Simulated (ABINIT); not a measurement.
# Beyond one shot: Au2S (Pn-3m), part 2 of 3

Wanted: G0W0 and self-consistent gaps of Au2S (Pn-3m), with the cost of the cycles.

ABINIT 10.8.3; LDA and many-body steps on it, plane waves. Known limits of the many-body steps: not at the basis limit; d shell near the gap, gap tends to lie low; no spin-orbit coupling; coarse k mesh.

So far. Step 5 (evGW0, cycle 1): Against G0W0 in ABINIT (2×2×2 mesh, 222 bands, screening to 130.6 eV, Godby-Needs plasmon pole), the gap moves by +0.110 eV. This first cycle still uses the starting levels; it takes the full correction, at all points of the mesh, and its linearised value is 2.513 eV. Step 6 (evGW0, cycle 2): Against the cycle before, the gap moves by −0.041 eV.

**7. evGW0, cycle 3**

Level of this step: evGW0 on LDA, plane waves, norm-conserving pseudopotentials (ABINIT).

Contents of run.abi:

```
acell 3*1.0 Angstrom
rprim 
  5.273982180000 0.000000000000 0.000000000000
  0.000000000000 5.273982180000 0.000000000000
  0.000000000000 0.000000000000 5.273982180000
ntypat 2
znucl 16 79
natom 6
typat 1 1 2 2 2 2
xred 
  -0.000000000000 0.000000000000 -0.000000000000
  0.500000000000 0.500000000000 0.500000000000
  0.250000000000 0.250000000000 0.750000000000
  0.750000000000 0.250000000000 0.250000000000
  0.250000000000 0.750000000000 0.250000000000
  0.750000000000 0.750000000000 0.750000000000
pp_dirpath "pseudos"
pseudos "S.upf, Au.upf"
ecut 28
ngkpt 2 2 2
nshiftk 1
shiftk 0 0 0
kptopt 1
chksymbreak 0
istwfk *1
occopt 1
irdwfk 1
optdriver 4
nband 222
gwcalctyp 10
ecutsigx 28
symsigma 1
nkptgw 4
kptgw 
  0.0000000000 0.0000000000 0.0000000000
  0.5000000000 0.0000000000 0.0000000000
  0.5000000000 0.5000000000 0.0000000000
  0.5000000000 0.5000000000 0.5000000000
bdgw 
  19 60
  19 60
  19 60
  19 60
ecuteps 4.8
irdscr 1
ppmodel 1
irdqps 1
indata_prefix "in"
outdata_prefix "out"
tmpdata_prefix "tmp"
```

The run is started by

```sh
$ OMP_NUM_THREADS=1 mpirun -n 8 abinit run.abi > log
```

What it wrote:

```text
.Version 10.8.3 of ABINIT. v10.8.2 released Aug 2026.

 Symmetries : space group Pn -3 m (#224); Bravais cP (primitive cubic)
[... echo of the input left out ...]
== DATASET  1 ==================================================================
-   mpi_nproc: 8, omp_nthreads: 1 (-1 if OMP is not activated)

--- !DatasetInfo
iteration_state: {dtset: 1, }
dimensions: {natom: 6, nkpt: 4, mband: 222, nsppol: 1, nspinor: 1, nspden: 1, mpw: 7088, }
cutoff_energies: {ecut:  28.0, pawecutdg:  -1.0, }
[...]
.  kptgw no:  2; Maximum DeltaE = (  -0.001   0.000) for band index: 41
.  kptgw no:  3; Maximum DeltaE = (  -0.001   0.000) for band index: 41
.  kptgw no:  4; Maximum DeltaE = (  -0.003  -0.000) for band index:  1

== END DATASET(S) ==============================================================
================================================================================

 -outvars: echo values of variables after computation  --------
           etotal      0.0000000000E+00
            nband         222
             nkpt           4
          spgroup         224
 [... the other variables as echoed above ...]

 Calculation completed.
```

Wall time 3.3 min (8 MPI ranks of Intel Xeon Platinum 8488C (Sapphire Rapids), shared host); peak memory 4.8 GiB.

Numbers from this step:

| Property | Result |
| --- | --- |
| quasiparticle gap on the mesh | 2.584 eV |
| gap of the density functional on the mesh | 1.989 eV |
| k of the valence top | 0, 0, 0 |
| k of the conduction bottom | 0, 0, 0 |
| least direct quasiparticle gap on the computed points | 2.584 eV |

Against the cycle before, the gap moves by +0.002 eV.

**8. Screening, 2×2×2 mesh, 222 bands, screening to 130.6 eV**

This step: RPA screening on LDA, plane waves, norm-conserving pseudopotentials.

run.abi, as its differences from that of step 7:

```diff
@@ -27,22 +27,13 @@
 irdwfk 1
-optdriver 4
+optdriver 3
 nband 222
+ecuteps 4.8
+inclvkb 2
+awtr 1
+symchi 1
 gwcalctyp 10
-ecutsigx 28
-symsigma 1
-nkptgw 4
-kptgw 
-  0.0000000000 0.0000000000 0.0000000000
-  0.5000000000 0.0000000000 0.0000000000
-  0.5000000000 0.5000000000 0.0000000000
-  0.5000000000 0.5000000000 0.5000000000
-bdgw 
-  19 60
-  19 60
-  19 60
-  19 60
-ecuteps 4.8
-irdscr 1
-ppmodel 1
-irdqps 1
+mbpt_sciss 0.816 eV
+nqptdm 1
+qptdm 
+  0 0 0
 indata_prefix "in"
```

What it wrote:

```text
.Version 10.8.3 of ABINIT. v10.8.2 released Aug 2026.

 Symmetries : space group Pn -3 m (#224); Bravais cP (primitive cubic)
[... echo of the input left out ...]
== DATASET  1 ==================================================================
-   mpi_nproc: 8, omp_nthreads: 1 (-1 if OMP is not activated)

--- !DatasetInfo
iteration_state: {dtset: 1, }
dimensions: {natom: 6, nkpt: 4, mband: 222, nsppol: 1, nspinor: 1, nspden: 1, mpw: 7088, }
cutoff_energies: {ecut:  28.0, pawecutdg:  -1.0, }
electrons: {nelect:   8.80000000E+01, charge:   0.00000000E+00, occopt:   1.00000000E+00, tsmear:   1.00000000E-02, }

 SCREENING: Calculation of the susceptibility and dielectric matrices

 Based on a program developped by R.W. Godby, V. Olevano, G. Onida, and L. Reining.
 Incorporated in ABINIT by V. Olevano, G.-M. Rignanese, and M. Torrent.
.Using double precision arithmetic ; gwpc =  8

[... cell and pseudopotentials left out ...]
--------------------------------------------------------------------------------

 ==== K-mesh for the wavefunctions ====
 Number of points in the irreducible wedge :     4
[... list of points left out ...]
 Together with 48 symmetry operations and time-reversal symmetry
 yields     8 points in the full Brillouin Zone.

 ==== Q-mesh for the screening function ====
 Number of points in the irreducible wedge :     4
[... list of points left out ...]
 Together with 48 symmetry operations and time-reversal symmetry
 yields     8 points in the full Brillouin Zone.

 setmesh: FFT mesh size selected  =    36x   36x   36
          total number of points  =        46656

 vcoul_init : cutoff-mode = AUXILIARY_FUNCTION
 q-points for optical limit:   1
     1)      0.000010    0.000020    0.000030

 Dielectric matrix will be calculated only for some
 selected q points provided by the user through the input variables
 nqptdm and qptdm

- screening: taking advantage of time-reversal symmetry
- Maximum band index for partially occupied states nbvw = 44
- Remaining bands to be divided among processors   nbcw = 178
- Number of bands treated by each node ~22

 rdqps: reading QP wavefunctions of the previous step
        looking for file in_QPS
 file not found, 1st iteration initialized with KS eigenelements

 screening : performing a first self-consistency
 update of the energies in W by a scissor operator
 applying a scissor operator of [eV] :   0.816

 Number of electrons calculated from density =   88.0000; Expected =   88.0000
 average of density, n =  0.088894
 r_s =    1.3900
 omega_plasma =   28.7601 [eV]

 calculating chi0 at frequencies [eV] :
  1    0.000000E+00    0.000000E+00
  2    0.000000E+00    2.876012E+01

--------------------------------------------------------------------------------
  q-point number  1        q = ( 0.000000, 0.000000, 0.000000) [r.l.u.]
--------------------------------------------------------------------------------
[... chi0 elements left out ...]
 For q-point:  0.000010 0.000020 0.000030
  dielectric constant =   9.0218
  dielectric constant without local fields =  10.2850

  Average fulfillment of the sum rule on Im[epsilon] for q-point    1 :     68.04  [%]
[... wings left out ...]
== END DATASET(S) ==============================================================
================================================================================

 -outvars: echo values of variables after computation  --------
           etotal      0.0000000000E+00
            nband         222
             nkpt           4
          spgroup         224
 [... the other variables as echoed above ...]

 Calculation completed.
```

The job ended after 35 s (8 MPI ranks; peak memory 3.1 GiB; 4.6 min of CPU time).

This step gave:

```
ε∞ with local fields, on this mesh, along the program's q direction : 9.022
the same without local fields                                       : 10.29
plasma frequency                                                    : 28.76 eV
plane waves in the screening matrix                                 : 485
```

This screening uses the functional's bands under a rigid shift, the mean opening of the cycle before.

**9. Screening, 2×2×2 mesh, 222 bands, screening to 130.6 eV**

This step: RPA screening on LDA from quasiparticle energies, plane waves, norm-conserving pseudopotentials.

run.abi, as its differences from that of step 8:

```diff
@@ -33,7 +33,9 @@
 symchi 1
+irdqps 1
 gwcalctyp 10
-mbpt_sciss 0.816 eV
-nqptdm 1
+nqptdm 3
 qptdm 
-  0 0 0
+  0.5000000000 0.0000000000 0.0000000000
+  0.5000000000 0.5000000000 0.0000000000
+  0.5000000000 0.5000000000 0.5000000000
 indata_prefix "in"
```

Contents of mrgscr.stdin:

```
2
merged
q0_SCR
out_SCR
1
```

The run is started by

```sh
$ OMP_NUM_THREADS=1 mpirun -n 8 abinit run.abi > log; mrgscr < mrgscr.stdin
```

What it wrote:

```text
.Version 10.8.3 of ABINIT. v10.8.2 released Aug 2026.

 Symmetries : space group Pn -3 m (#224); Bravais cP (primitive cubic)
[... echo of the input left out ...]
== DATASET  1 ==================================================================
-   mpi_nproc: 8, omp_nthreads: 1 (-1 if OMP is not activated)

--- !DatasetInfo
iteration_state: {dtset: 1, }
dimensions: {natom: 6, nkpt: 4, mband: 222, nsppol: 1, nspinor: 1, nspden: 1, mpw: 7088, }
cutoff_energies: {ecut:  28.0, pawecutdg:  -1.0, }
[...]
q-point number  1        q = ( 0.500000, 0.000000, 0.000000) [r.l.u.]
--------------------------------------------------------------------------------
[... chi0 elements left out ...]
  Average fulfillment of the sum rule on Im[epsilon] for q-point    2 :     75.32  [%]

--------------------------------------------------------------------------------
  q-point number  2        q = ( 0.500000, 0.500000, 0.000000) [r.l.u.]
--------------------------------------------------------------------------------
[... chi0 elements left out ...]
  Average fulfillment of the sum rule on Im[epsilon] for q-point    3 :     72.69  [%]

 [... 1 further q-points ...]
```

Elapsed: 14 s, on 8 MPI ranks; peak memory 2.5 GiB; 1.9 min of CPU time.

Numbers from this step:

| Quantity | Value |
| --- | --- |
| plasma frequency | 28.76 eV |
| plane waves in the screening matrix | 485 |

This screening reads the quasiparticle levels of the cycle before.

**10. evGW, cycle 1**

This step: evGW on LDA, plane waves, norm-conserving pseudopotentials.

run.abi, as its differences from that of step 9:

```diff
@@ -27,12 +27,10 @@
 irdwfk 1
-optdriver 3
+optdriver 4
 nband 222
-ecuteps 4.8
-inclvkb 2
-awtr 1
-symchi 1
-irdqps 1
 gwcalctyp 10
-nqptdm 3
-qptdm 
+ecutsigx 28
+symsigma 1
+nkptgw 4
+kptgw 
+  0.0000000000 0.0000000000 0.0000000000
   0.5000000000 0.0000000000 0.0000000000
@@ -40,2 +38,11 @@
   0.5000000000 0.5000000000 0.5000000000
+bdgw 
+  19 60
+  19 60
+  19 60
+  19 60
+ecuteps 4.8
+irdscr 1
+ppmodel 1
+irdqps 1
 indata_prefix "in"
```

The run is started by

```sh
$ OMP_NUM_THREADS=1 mpirun -n 8 abinit run.abi > log
```

What it wrote:

```text
.Version 10.8.3 of ABINIT. v10.8.2 released Aug 2026.

 Symmetries : space group Pn -3 m (#224); Bravais cP (primitive cubic)
[... echo of the input left out ...]
== DATASET  1 ==================================================================
-   mpi_nproc: 8, omp_nthreads: 1 (-1 if OMP is not activated)

--- !DatasetInfo
iteration_state: {dtset: 1, }
dimensions: {natom: 6, nkpt: 4, mband: 222, nsppol: 1, nspinor: 1, nspden: 1, mpw: 7088, }
cutoff_energies: {ecut:  28.0, pawecutdg:  -1.0, }
[...]
.  kptgw no:  2; Maximum DeltaE = (  -0.085   0.000) for band index: 42
.  kptgw no:  3; Maximum DeltaE = (  -0.084  -0.000) for band index: 41
.  kptgw no:  4; Maximum DeltaE = (  -0.132  -0.000) for band index: 37

== END DATASET(S) ==============================================================
================================================================================

 -outvars: echo values of variables after computation  --------
           etotal      0.0000000000E+00
            nband         222
             nkpt           4
          spgroup         224
 [... the other variables as echoed above ...]

 Calculation completed.
```

Wall time 3.2 min (8 MPI ranks); peak memory 4.8 GiB.

Numbers from this step:

```yaml
quasiparticle_gap_on_the_mesh: 2.762 eV
gap_of_the_density_functional_on_the_mesh: 1.989 eV
k_of_the_valence_top: 0, 0, 0
k_of_the_conduction_bottom: 0, 0, 0
least_direct_quasiparticle_gap_on_the_computed_points: 2.762 eV
```

Against G0W0 in ABINIT (2×2×2 mesh, 222 bands, screening to 130.6 eV, Godby-Needs plasmon pole), the gap moves by +0.249 eV.

**11. Screening, 2×2×2 mesh, 222 bands, screening to 130.6 eV**

This step: RPA screening on LDA, plane waves, norm-conserving pseudopotentials.

run.abi, as its differences from that of step 10:

```diff
@@ -27,22 +27,13 @@
 irdwfk 1
-optdriver 4
+optdriver 3
 nband 222
+ecuteps 4.8
+inclvkb 2
+awtr 1
+symchi 1
 gwcalctyp 10
-ecutsigx 28
-symsigma 1
-nkptgw 4
-kptgw 
-  0.0000000000 0.0000000000 0.0000000000
-  0.5000000000 0.0000000000 0.0000000000
-  0.5000000000 0.5000000000 0.0000000000
-  0.5000000000 0.5000000000 0.5000000000
-bdgw 
-  19 60
-  19 60
-  19 60
-  19 60
-ecuteps 4.8
-irdscr 1
-ppmodel 1
-irdqps 1
+mbpt_sciss 1.003 eV
+nqptdm 1
+qptdm 
+  0 0 0
 indata_prefix "in"
```

What it wrote:

```text
.Version 10.8.3 of ABINIT. v10.8.2 released Aug 2026.

 Symmetries : space group Pn -3 m (#224); Bravais cP (primitive cubic)
[... echo of the input left out ...]
== DATASET  1 ==================================================================
-   mpi_nproc: 8, omp_nthreads: 1 (-1 if OMP is not activated)

--- !DatasetInfo
iteration_state: {dtset: 1, }
dimensions: {natom: 6, nkpt: 4, mband: 222, nsppol: 1, nspinor: 1, nspden: 1, mpw: 7088, }
cutoff_energies: {ecut:  28.0, pawecutdg:  -1.0, }
[...]
[... chi0 elements left out ...]
 For q-point:  0.000010 0.000020 0.000030
  dielectric constant =   8.7044
  dielectric constant without local fields =   9.9080

  Average fulfillment of the sum rule on Im[epsilon] for q-point    1 :     68.48  [%]
[... wings left out ...]
== END DATASET(S) ==============================================================
================================================================================

 -outvars: echo values of variables after computation  --------
           etotal      0.0000000000E+00
            nband         222
             nkpt           4
          spgroup         224
 [... the other variables as echoed above ...]

 Calculation completed.
```

Elapsed: 34 s, on 8 MPI ranks; peak memory 3.1 GiB.

Numbers from this step:

| Quantity | Value |
| --- | --- |
| ε∞ with local fields, on this mesh, along the program's q direction | 8.704 |
| the same without local fields | 9.908 |
| plasma frequency | 28.76 eV |
| plane waves in the screening matrix | 485 |

This screening uses the functional's bands under a rigid shift, the mean opening of the cycle before.

**12. Screening, 2×2×2 mesh, 222 bands, screening to 130.6 eV**

This step: RPA screening on LDA from quasiparticle energies, plane waves, norm-conserving pseudopotentials.

run.abi, as its differences from that of step 11:

```diff
@@ -33,7 +33,9 @@
 symchi 1
+irdqps 1
 gwcalctyp 10
-mbpt_sciss 1.003 eV
-nqptdm 1
+nqptdm 3
 qptdm 
-  0 0 0
+  0.5000000000 0.0000000000 0.0000000000
+  0.5000000000 0.5000000000 0.0000000000
+  0.5000000000 0.5000000000 0.5000000000
 indata_prefix "in"
```

mrgscr.stdin is that of step 9.

The run is started by

```sh
$ OMP_NUM_THREADS=1 mpirun -n 8 abinit run.abi > log; mrgscr < mrgscr.stdin
```

What it wrote:

```text
.Version 10.8.3 of ABINIT. v10.8.2 released Aug 2026.

 Symmetries : space group Pn -3 m (#224); Bravais cP (primitive cubic)
[... echo of the input left out ...]
== DATASET  1 ==================================================================
-   mpi_nproc: 8, omp_nthreads: 1 (-1 if OMP is not activated)

--- !DatasetInfo
iteration_state: {dtset: 1, }
dimensions: {natom: 6, nkpt: 4, mband: 222, nsppol: 1, nspinor: 1, nspden: 1, mpw: 7088, }
cutoff_energies: {ecut:  28.0, pawecutdg:  -1.0, }
[...]
q-point number  1        q = ( 0.500000, 0.000000, 0.000000) [r.l.u.]
--------------------------------------------------------------------------------
[... chi0 elements left out ...]
  Average fulfillment of the sum rule on Im[epsilon] for q-point    2 :     75.91  [%]

--------------------------------------------------------------------------------
  q-point number  2        q = ( 0.500000, 0.500000, 0.000000) [r.l.u.]
--------------------------------------------------------------------------------
[... chi0 elements left out ...]
  Average fulfillment of the sum rule on Im[epsilon] for q-point    3 :     73.19  [%]

 [... 1 further q-points ...]
```

Elapsed: 14 s, on 8 MPI ranks; peak memory 2.5 GiB; 1.8 min of CPU time.

Numbers from this step:

```yaml
plasma_frequency: 28.76 eV
plane_waves_in_the_screening_matrix: 485
```

This screening reads the quasiparticle levels of the cycle before.

**13. evGW, cycle 2**

This step: evGW on LDA, plane waves, norm-conserving pseudopotentials.

run.abi, as its differences from that of step 12:

```diff
@@ -27,12 +27,10 @@
 irdwfk 1
-optdriver 3
+optdriver 4
 nband 222
-ecuteps 4.8
-inclvkb 2
-awtr 1
-symchi 1
-irdqps 1
 gwcalctyp 10
-nqptdm 3
-qptdm 
+ecutsigx 28
+symsigma 1
+nkptgw 4
+kptgw 
+  0.0000000000 0.0000000000 0.0000000000
   0.5000000000 0.0000000000 0.0000000000
@@ -40,2 +38,11 @@
   0.5000000000 0.5000000000 0.5000000000
+bdgw 
+  19 60
+  19 60
+  19 60
+  19 60
+ecuteps 4.8
+irdscr 1
+ppmodel 1
+irdqps 1
 indata_prefix "in"
```

The run is started by

```sh
$ OMP_NUM_THREADS=1 mpirun -n 8 abinit run.abi > log
```

What it wrote:

```text
.Version 10.8.3 of ABINIT. v10.8.2 released Aug 2026.

 Symmetries : space group Pn -3 m (#224); Bravais cP (primitive cubic)
[... echo of the input left out ...]
== DATASET  1 ==================================================================
-   mpi_nproc: 8, omp_nthreads: 1 (-1 if OMP is not activated)

--- !DatasetInfo
iteration_state: {dtset: 1, }
dimensions: {natom: 6, nkpt: 4, mband: 222, nsppol: 1, nspinor: 1, nspden: 1, mpw: 7088, }
cutoff_energies: {ecut:  28.0, pawecutdg:  -1.0, }
[...]
.  kptgw no:  2; Maximum DeltaE = (   0.004  -0.000) for band index:  5
.  kptgw no:  3; Maximum DeltaE = (   0.013  -0.000) for band index: 11
.  kptgw no:  4; Maximum DeltaE = (   0.009  -0.002) for band index: 15

== END DATASET(S) ==============================================================
================================================================================

 -outvars: echo values of variables after computation  --------
           etotal      0.0000000000E+00
            nband         222
             nkpt           4
          spgroup         224
 [... the other variables as echoed above ...]

 Calculation completed.
```

Wall time 3.2 min (8 MPI ranks); peak memory 4.8 GiB.

Numbers from this step:

| Item | Value |
| --- | --- |
| quasiparticle gap on the mesh | 2.784 eV |
| gap of the density functional on the mesh | 1.989 eV |
| k of the valence top | 0, 0, 0 |
| k of the conduction bottom | 0, 0, 0 |
| least direct quasiparticle gap on the computed points | 2.784 eV |

Against the cycle before, the gap moves by +0.022 eV.

**14. Screening, 2×2×2 mesh, 222 bands, screening to 130.6 eV**

This step: RPA screening on LDA, plane waves, norm-conserving pseudopotentials.

run.abi, as its differences from that of step 13:

```diff
@@ -27,22 +27,13 @@
 irdwfk 1
-optdriver 4
+optdriver 3
 nband 222
+ecuteps 4.8
+inclvkb 2
+awtr 1
+symchi 1
 gwcalctyp 10
-ecutsigx 28
-symsigma 1
-nkptgw 4
-kptgw 
-  0.0000000000 0.0000000000 0.0000000000
-  0.5000000000 0.0000000000 0.0000000000
-  0.5000000000 0.5000000000 0.0000000000
-  0.5000000000 0.5000000000 0.5000000000
-bdgw 
-  19 60
-  19 60
-  19 60
-  19 60
-ecuteps 4.8
-irdscr 1
-ppmodel 1
-irdqps 1
+mbpt_sciss 1.026 eV
+nqptdm 1
+qptdm 
+  0 0 0
 indata_prefix "in"
```

What it wrote:

```text
.Version 10.8.3 of ABINIT. v10.8.2 released Aug 2026.

 Symmetries : space group Pn -3 m (#224); Bravais cP (primitive cubic)
[... echo of the input left out ...]
== DATASET  1 ==================================================================
-   mpi_nproc: 8, omp_nthreads: 1 (-1 if OMP is not activated)

--- !DatasetInfo
iteration_state: {dtset: 1, }
dimensions: {natom: 6, nkpt: 4, mband: 222, nsppol: 1, nspinor: 1, nspden: 1, mpw: 7088, }
cutoff_energies: {ecut:  28.0, pawecutdg:  -1.0, }
[...]
[... chi0 elements left out ...]
 For q-point:  0.000010 0.000020 0.000030
  dielectric constant =   8.6675
  dielectric constant without local fields =   9.8641

  Average fulfillment of the sum rule on Im[epsilon] for q-point    1 :     68.54  [%]
[... wings left out ...]
== END DATASET(S) ==============================================================
================================================================================

 -outvars: echo values of variables after computation  --------
           etotal      0.0000000000E+00
            nband         222
             nkpt           4
          spgroup         224
 [... the other variables as echoed above ...]

 Calculation completed.
```

Run time: 34 s. Hardware: 8 MPI ranks; peak memory 3.1 GiB.

Numbers from this step:

* ε∞ with local fields, on this mesh, along the program's q direction: 8.668
* the same without local fields: 9.864
* plasma frequency: 28.76 eV
* plane waves in the screening matrix: 485

This screening uses the functional's bands under a rigid shift, the mean opening of the cycle before.

(Part 2 of 3 ends here.)

[Paths, hosts, dates, memory and timing lines, banners, echoed tables and standing remarks are left out of the program output.]

[Logs are printed without paths, hosts, clocks, repeated set-up lines and the standing remarks that a program may print on its own settings, such as how far it seeks lower states.]

[Runs of the session that timed out or met a known fault of the program may be left out.]

[Hosts, paths, dates, database ids (printed as entryN), source tags and the programs' standing remarks are cut or masked in the printed files.]

[G0W0 gaps are taken among the corrected bands and points alone; a level outside them can change the order at an edge.]

[Where Ansatz stands beside ABINIT at settings called matched, ABINIT's density can come from a denser mesh and the files from another edition; pairs whose starting gaps differed by over 0.03 eV were left out, so agreement reads better than it is.]
